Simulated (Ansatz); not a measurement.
In doubt: masses and optical values from hybrid runs of this build are listed as unsure, which bears on the screening that GW takes from such a start.

Rows from a G0W0 calculation on SnSSe/AlSe (van der Waals superlattice) (P3m1) (Ansatz 0.2.0; G0W0 on HSE06, plane waves, PAW; PAW set soft_1; 6×6×2 mesh, 395 empty bands, screening to 105 eV, PAW set soft_1 files), in eV. Spin-orbit coupling is left out.

The structure was built from a prototype and need not be the compound's stable phase.

```tsv
row	k	band	start	Σx	Σc at the solution	Vxc
A	(0.000, -0.500, 0.000)	c1	7.616	-9.961	-3.181	-13.306
B	(0.000, -0.500, 0.000)	v1	5.529	-17.792	1.708	-15.963
C	(0.000, -0.500, 0.000)	c2	9.078	-7.049	-3.407	-10.547
D	(0.000, 0.000, -0.500)	c1	8.912	-11.247	-3.510	-14.961
E	(0.000, 0.000, -0.500)	c2	10.286	-8.056	-3.916	-12.085
F	(0.000, 0.000, -0.500)	v1	6.782	-16.533	1.323	-14.946
```

Question: Give the quasiparticle energies and the shift of each level.

The quasiparticle equation reads E = start + Σx + Σc(E) − Vxc.

```tsv
row	E (eV)	shift (eV)
A	7.780	+0.164
B	5.408	−0.121
C	9.168	+0.090
D	9.115	+0.203
E	10.399	+0.113
F	6.518	−0.264
```

The gap over the computed points goes from 0.83 eV to 1.26 eV.

Limits: not at the basis limit; no spin-orbit coupling; coarse k mesh.

[Paths, hosts, dates, memory and timing lines, banners, echoed tables and standing remarks are left out of the program output.]

[Logs are printed without paths, hosts, clocks, repeated set-up lines and the standing remarks that a program may print on its own settings, such as how far it seeks lower states.]

[Runs of the session that timed out or met a known fault of the program may be left out.]

[Cells called generated may have been cut or substituted from an entry of the Crystallography Open Database or the Materials Project.]

[Hosts, paths, dates, database ids (printed as entryN), source tags and the programs' standing remarks are cut or masked in the printed files.]
